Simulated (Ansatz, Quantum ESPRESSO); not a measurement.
# F on top sites of TaN(001): the work function of the upper face at a withheld member of a series

**Set-up.** Quantum ESPRESSO 7.5, PBE, GBRV ultrasoft. Slabs of 3 layers, covered on the upper face; adsorbates and the top layer relax in a periodic cell, the rest is held (the clean slab relaxes both outer layers); a run under open boundaries (ESM, bc1) gives both vacuum levels. Cells of one to 6 surface sites carry the coverages, on meshes of like density; cold smearing of 0.02 Ry. The slabs take the lattice constants of the bulk relaxed by the same program. The series steps the coverage.

```
 coverage  work function of the upper face (eV)
     0 ML                                 3.363
0.1667 ML                                 4.143
  0.25 ML                                 4.512
0.3333 ML                                 4.749
   0.5 ML                                 5.521
  0.75 ML                                 6.215
     1 ML                                 6.852
```

One more run was made and is withheld. What is the work function of the upper face at 0.6667 ML?

By hand: The rows at 0.5 ML and 0.75 ML give a slope of (6.215 − (5.521))/(0.75 − (0.5)) = 2.776, so a straight line gives 5.984 eV. A parabola through these and the row at 0.3333 ML gives 6.046 eV.

**The withheld run.** 5.933 eV. The line misses by +0.051 and the parabola by +0.113 eV. The line does better here.

Caveats: Thin slabs, one site and one ordered pattern a coverage; no reconstruction or subsurface sites; meshes differ a little between cells.

[Logs are printed without paths, hosts, clocks, repeated set-up lines and the standing remarks that a program may print on its own settings, such as how far it seeks lower states.]
